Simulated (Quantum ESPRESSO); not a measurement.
# Optical response of NaCl

Aim: the dielectric function of NaCl, and the optical constants that follow from it. The cell comes from an older database entry, whose edges can differ from later determinations, mostly by under a per cent.

Program: Quantum ESPRESSO 7.5. Level of theory: DFT, PBE, plane waves with norm-conserving potentials (PseudoDojo), scalar-relativistic, independent-particle optical response without local fields and without the non-local commutator. Results are calculated unless marked as measured.

The database entry behind the starting cell differs from later determinations by our own check (an axis about 0.4 % short against later determinations), so it need not match the best structure at ambient conditions.

## (1) Set-up

Symmetry: Fm-3m, No. 225, cubic system. Conventional cell: a = 5.620 Å, b = 5.620 Å, c = 5.620 Å, α = 90.00°, β = 90.00°, γ = 90.00°. Nearest to Cl lie 6 Na at 2.81 Å. Na has 6 Cl at 2.81 Å nearest. Farther neighbours and most contacts between anions are not listed.

## (2) Ground state

The self-consistent density comes first; it also tells whether there is a gap, which decides the occupations and the need for a Drude term.

This step: DFT, PBE, plane waves with norm-conserving potentials (PseudoDojo), scalar-relativistic, ground state (Quantum ESPRESSO 7.5).

Contents of scf.in:

```
&control
  calculation = 'scf'
  prefix = 'x'
  outdir = './tmp'
  pseudo_dir = './'
  verbosity = 'high'
/
&system
  ibrav = 0
  nat = 2
  ntyp = 2
  ecutwfc = 90
  occupations = 'smearing'
  smearing = 'fd'
  degauss = 0.003675
  nbnd = 12
/
&electrons
  conv_thr = 1e-09
  electron_maxstep = 100
/
ATOMIC_SPECIES
  Cl 1.0 Cl.upf
  Na 1.0 Na.upf
CELL_PARAMETERS angstrom
  0.000000000000 2.810000000000 2.810000000000
  2.810000000000 0.000000000000 2.810000000000
  2.810000000000 2.810000000000 0.000000000000
ATOMIC_POSITIONS crystal
  Cl 0.500000000000 0.500000000000 0.500000000000
  Na 0.000000000000 0.000000000000 0.000000000000
K_POINTS automatic
  7 7 7 0 0 0
```

Run with:

```console
$ mpirun -n 4 pw.x -nk 4 -in scf.in
```

The log of the run:

```text
for quantum simulation of materials; please cite

     using ibrav=0 with symmetry is DISCOURAGED, use correct ibrav instead

     G-vector sticks info
     --------------------
     sticks:   dense  smooth     PW     G-vecs:    dense   smooth      PW
     Sum        1393    1393    409                34621    34621    5329

     Using Slab Decomposition

     bravais-lattice index     =            0
     lattice parameter (alat)  =       7.5097  a.u.
     unit-cell volume          =     299.4646 (a.u.)^3
     number of atoms/cell      =            2
     number of atomic types    =            2
     number of electrons       =        16.00
     number of Kohn-Sham states=           12
     kinetic-energy cutoff     =      90.0000  Ry
     charge density cutoff     =     360.0000  Ry
     scf convergence threshold =      1.0E-09
     mixing beta               =       0.7000
     number of iterations used =            8  plain     mixing
     Exchange-correlation= PBE
                           (   1   4   3   4   0   0   0)

     celldm(1)=   7.509658  celldm(2)=   0.000000  celldm(3)=   0.000000
     celldm(4)=   0.000000  celldm(5)=   0.000000  celldm(6)=   0.000000

     crystal axes: (cart. coord. in units of alat)
               a(1) = (   0.000000   0.707107   0.707107 )
               a(2) = (   0.707107   0.000000   0.707107 )
               a(3) = (   0.707107   0.707107   0.000000 )

     reciprocal axes: (cart. coord. in units 2 pi/alat)
               b(1) = ( -0.707107  0.707107  0.707107 )
               b(2) = (  0.707107 -0.707107  0.707107 )
               b(3) = (  0.707107  0.707107 -0.707107 )

     ./Cl.upf
     Pseudo is Norm-conserving + core correction, Zval =  7.0
     Generated using ONCVPSP code by D. R. Hamann
     Using radial grid of 1028 points,  6 beta functions with:
                l(1) =   0
                l(2) =   0
                l(3) =   1
                l(4) =   1
                l(5) =   2
                l(6) =   2

     ./Na.upf
     Pseudo is Norm-conserving, Zval =  9.0
     Generated using ONCVPSP code by D. R. Hamann
     Using radial grid of 1992 points,  4 beta functions with:
                l(1) =   0
                l(2) =   0
                l(3) =   1
                l(4) =   1

     atomic species   valence    mass     pseudopotential
     Cl                7.00     1.00000     Cl( 1.00)
     Na                9.00     1.00000     Na( 1.00)

     48 Sym. Ops., with inversion, found

                                    s                        frac. trans.

     [... symmetry matrices left out ...]
   Cartesian axes

     site n.     atom                  positions (alat units)
         1        Cl     tau(   1) = (   0.7071068   0.7071068   0.7071068  )
         2        Na     tau(   2) = (   0.0000000   0.0000000   0.0000000  )

   Crystallographic axes

     site n.     atom                  positions (cryst. coord.)
         1        Cl     tau(   1) = (  0.5000000  0.5000000  0.5000000  )
         2        Na     tau(   2) = (  0.0000000  0.0000000  0.0000000  )

     number of k points=    20  Fermi-Dirac smearing, width (Ry)=  0.0037
                       cart. coord. in units 2pi/alat
        k(    1) = (   0.0000000   0.0000000   0.0000000), wk =   0.0058309
        k(    2) = (   0.1010153   0.1010153  -0.1010153), wk =   0.0466472
        k(    3) = (   0.2020305   0.2020305  -0.2020305), wk =   0.0466472
        k(    4) = (   0.3030458   0.3030458  -0.3030458), wk =   0.0466472
        k(    5) = (   0.2020305  -0.0000000   0.0000000), wk =   0.0349854
        k(    6) = (   0.3030458   0.1010153  -0.1010153), wk =   0.1399417
        k(    7) = (   0.4040610   0.2020305  -0.2020305), wk =   0.1399417
        k(    8) = (  -0.2020305  -0.4040610   0.4040610), wk =   0.1399417
        k(    9) = (  -0.1010153  -0.3030458   0.3030458), wk =   0.1399417
        k(   10) = (  -0.0000000  -0.2020305   0.2020305), wk =   0.0699708
        k(   11) = (   0.4040610  -0.0000000   0.0000000), wk =   0.0349854
        k(   12) = (   0.5050763   0.1010153  -0.1010153), wk =   0.1399417
        k(   13) = (  -0.1010153  -0.5050763   0.5050763), wk =   0.1399417
        k(   14) = (   0.0000000  -0.4040610   0.4040610), wk =   0.0699708
        k(   15) = (   0.6060915  -0.0000000   0.0000000), wk =   0.0349854
        k(   16) = (  -0.0000000  -0.6060915   0.6060915), wk =   0.0699708
[...]
cryst. coord.
[...]
k(   13) = (  -0.0000000   0.2857143  -0.4285714), wk =   0.1399417
        k(   14) = (   0.0000000   0.2857143  -0.2857143), wk =   0.0699708
        k(   15) = (   0.0000000   0.4285714   0.4285714), wk =   0.0349854
        k(   16) = (   0.0000000   0.4285714  -0.4285714), wk =   0.0699708
        k(   17) = (   0.1428571   0.2857143   0.4285714), wk =   0.1399417
        k(   18) = (   0.1428571   0.2857143  -0.4285714), wk =   0.2798834
        k(   19) = (   0.1428571   0.4285714  -0.4285714), wk =   0.1399417
        k(   20) = (   0.1428571   0.4285714  -0.2857143), wk =   0.1399417

     Dense  grid:    34621 G-vectors     FFT dimensions: (  45,  45,  45)

     Initial potential from superposition of free atoms

     starting charge      15.9937, renormalised to      16.0000
     Starting wfcs are    9 randomized atomic wfcs +    3 random wfcs

     Self-consistent Calculation

     iteration #  1     ecut=    90.00 Ry     beta= 0.70
     Davidson diagonalization with overlap

            55 MiB given to the printing process from OS
            26 MiB allocation reported by mallinfo(arena+hblkhd)
------------------
     ethr =  1.00E-02,  avg # of iterations =  5.8

     Threshold (ethr) on eigenvalues was too large:
     Diagonalizing with lowered threshold

     Davidson diagonalization with overlap

            59 MiB given to the printing process from OS
            29 MiB allocation reported by mallinfo(arena+hblkhd)
------------------
     ethr =  3.14E-04,  avg # of iterations =  2.1

     total energy              =    -124.47789990 Ry
     estimated scf accuracy    <       0.04908706 Ry

     iteration #  2     ecut=    90.00 Ry     beta= 0.70
     Davidson diagonalization with overlap

            68 MiB given to the printing process from OS
            40 MiB allocation reported by mallinfo(arena+hblkhd)
------------------
     ethr =  3.07E-04,  avg # of iterations =  2.0

     total energy              =    -124.49064475 Ry
     estimated scf accuracy    <       0.00967553 Ry

     iteration #  3     ecut=    90.00 Ry     beta= 0.70
     Davidson diagonalization with overlap

            70 MiB given to the printing process from OS
            41 MiB allocation reported by mallinfo(arena+hblkhd)
------------------
     ethr =  6.05E-05,  avg # of iterations =  2.1

     total energy              =    -124.49259032 Ry
     estimated scf accuracy    <       0.00022096 Ry

     iteration #  4     ecut=    90.00 Ry     beta= 0.70
     Davidson diagonalization with overlap

            70 MiB given to the printing process from OS
            42 MiB allocation reported by mallinfo(arena+hblkhd)
------------------
     ethr =  1.38E-06,  avg # of iterations =  4.9

     total energy              =    -124.49261849 Ry
     estimated scf accuracy    <       0.00000496 Ry

     iteration #  5     ecut=    90.00 Ry     beta= 0.70
     Davidson diagonalization with overlap

            71 MiB given to the printing process from OS
            43 MiB allocation reported by mallinfo(arena+hblkhd)
------------------
     ethr =  3.10E-08,  avg # of iterations =  2.0

     total energy              =    -124.49261976 Ry
     estimated scf accuracy    <       0.00000024 Ry

     iteration #  6     ecut=    90.00 Ry     beta= 0.70
     Davidson diagonalization with overlap

            73 MiB given to the printing process from OS
            44 MiB allocation reported by mallinfo(arena+hblkhd)
------------------
     ethr =  1.51E-09,  avg # of iterations =  2.0

     total energy              =    -124.49261989 Ry
     estimated scf accuracy    <       0.00000004 Ry

     iteration #  7     ecut=    90.00 Ry     beta= 0.70
     Davidson diagonalization with overlap

            73 MiB given to the printing process from OS
            45 MiB allocation reported by mallinfo(arena+hblkhd)
------------------
     ethr =  2.22E-10,  avg # of iterations =  2.0

     total energy              =    -124.49261989 Ry
     estimated scf accuracy    <          2.4E-09 Ry

     iteration #  8     ecut=    90.00 Ry     beta= 0.70
     Davidson diagonalization with overlap

            75 MiB given to the printing process from OS
            46 MiB allocation reported by mallinfo(arena+hblkhd)
------------------
     ethr =  1.53E-11,  avg # of iterations =  2.1

     End of self-consistent calculation

          k = 0.0000 0.0000 0.0000 (  4285 PWs)   bands (ev):

   -47.7594 -19.6838 -19.6838 -19.6838 -11.5395   1.1410   1.1410   1.1410
     6.2909  12.2029  12.2029  12.2029

     occupation numbers
     1.0000   1.0000   1.0000   1.0000   1.0000   1.0000   1.0000   1.0000
     0.0000   0.0000   0.0000   0.0000

          k = 0.1010 0.1010-0.1010 (  4342 PWs)   bands (ev):

   -47.7592 -19.6896 -19.6842 -19.6842 -11.4777   0.6701   1.0880   1.0880
     6.9224  11.5761  12.4353  12.4353

     occupation numbers
     1.0000   1.0000   1.0000   1.0000   1.0000   1.0000   1.0000   1.0000
     0.0000   0.0000   0.0000   0.0000

          k = 0.2020 0.2020-0.2020 (  4317 PWs)   bands (ev):

   -47.7589 -19.7025 -19.6851 -19.6851 -11.3340  -0.1727   0.9737   0.9737
     7.9969  11.1446  12.4066  12.4066

     occupation numbers
     1.0000   1.0000   1.0000   1.0000   1.0000   1.0000   1.0000   1.0000
     0.0000   0.0000   0.0000   0.0000

          k = 0.3030 0.3030-0.3030 (  4335 PWs)   bands (ev):

   -47.7586 -19.7128 -19.6859 -19.6859 -11.2133  -0.7340   0.8861   0.8861
     8.3999  11.6952  12.1050  12.1050

     occupation numbers
     1.0000   1.0000   1.0000   1.0000   1.0000   1.0000   1.0000   1.0000
     0.0000   0.0000   0.0000   0.0000

     [... further k points left out ...]

     the Fermi energy is     3.9763 ev

!    total energy              =    -124.49261989 Ry
     estimated scf accuracy    <          7.2E-10 Ry
     smearing contrib. (-TS)   =       0.00000000 Ry
     internal energy E=F+TS    =    -124.49261989 Ry

     The total energy is F=E-TS. E is the sum of the following terms:
     one-electron contribution =     -73.86442777 Ry
     hartree contribution      =      41.26413668 Ry
     xc contribution           =     -22.84144338 Ry
     ewald contribution        =     -69.05088543 Ry

     convergence has been achieved in   8 iterations

     XML data file, charge density, pseudopotentials, collected wavefunctions

                                        0.00s GPU  (     177 calls)

=------------------------------------------------------------------------------=
   JOB DONE.
=------------------------------------------------------------------------------=
```

Elapsed: 4.2 s, on 4 MPI ranks of Arm Neoverse V2, shared host; peak memory 0.07 GiB.

Numbers from this step:

```
total energy           : -124.5 Ry
gap on the k-mesh      : 5.150 eV
direct gap on the mesh : 5.150 eV
```

There is a gap, 5.15 eV on this mesh (points off the mesh can give less), so no carriers' term is needed.

[end of part 1 of 3]

[Machine, clock, banner and «Message from routine» lines are left out of the logs.]

[Logs are printed without paths, hosts, clocks, repeated set-up lines and the standing remarks that a program may print on its own settings, such as how far it seeks lower states.]

[Hosts, paths, dates, database ids (printed as entryN), source tags and the programs' standing remarks are cut or masked in the printed files.]
